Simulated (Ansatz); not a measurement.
Space group I4/mmm (No. 139). a = 3.214 Å, b = 3.214 Å, c = 7.830 Å, α = 90.00°, β = 90.00°, γ = 90.00°
```tsv
atom	site	symmetry	x	y	z
W	2a	4/mmm	0.0000	0.0000	0.0000
Si	4e	4mm	0.5000	0.5000	0.1653
```

Problem. What reflectivity and colour does Ansatz, LDA, independent particles, without spin-orbit coupling, line width 0.1 eV (Gaussian), carrier damping 0.1 eV give for this metal?

Solution. Reflectivity along the first axis:

| E (eV) | R (%) |
| --- | --- |
| 1.00 | 38.1 |
| 1.25 | 41.3 |
| 1.50 | 43.8 |
| 1.75 | 42.3 |
| 2.00 | 45.3 |
| 2.25 | 50.5 |
| 2.50 | 51.0 |
| 2.75 | 50.2 |
| 3.00 | 48.0 |
| 3.25 | 47.9 |
| 3.50 | 49.4 |
| 3.75 | 53.6 |
| 4.00 | 56.8 |
| 4.25 | 55.5 |
| 4.50 | 54.3 |
| 4.75 | 55.6 |
| 5.00 | 59.7 |

The colour is light grey: CIE x = 0.303, y = 0.328, luminous reflectivity 53 % under D65, from the mean over the axes. The mesh is 16×16×16, and the carriers' damping is typed.

[Logs are printed without paths, hosts, clocks, repeated set-up lines and the standing remarks that a program may print on its own settings, such as how far it seeks lower states.]
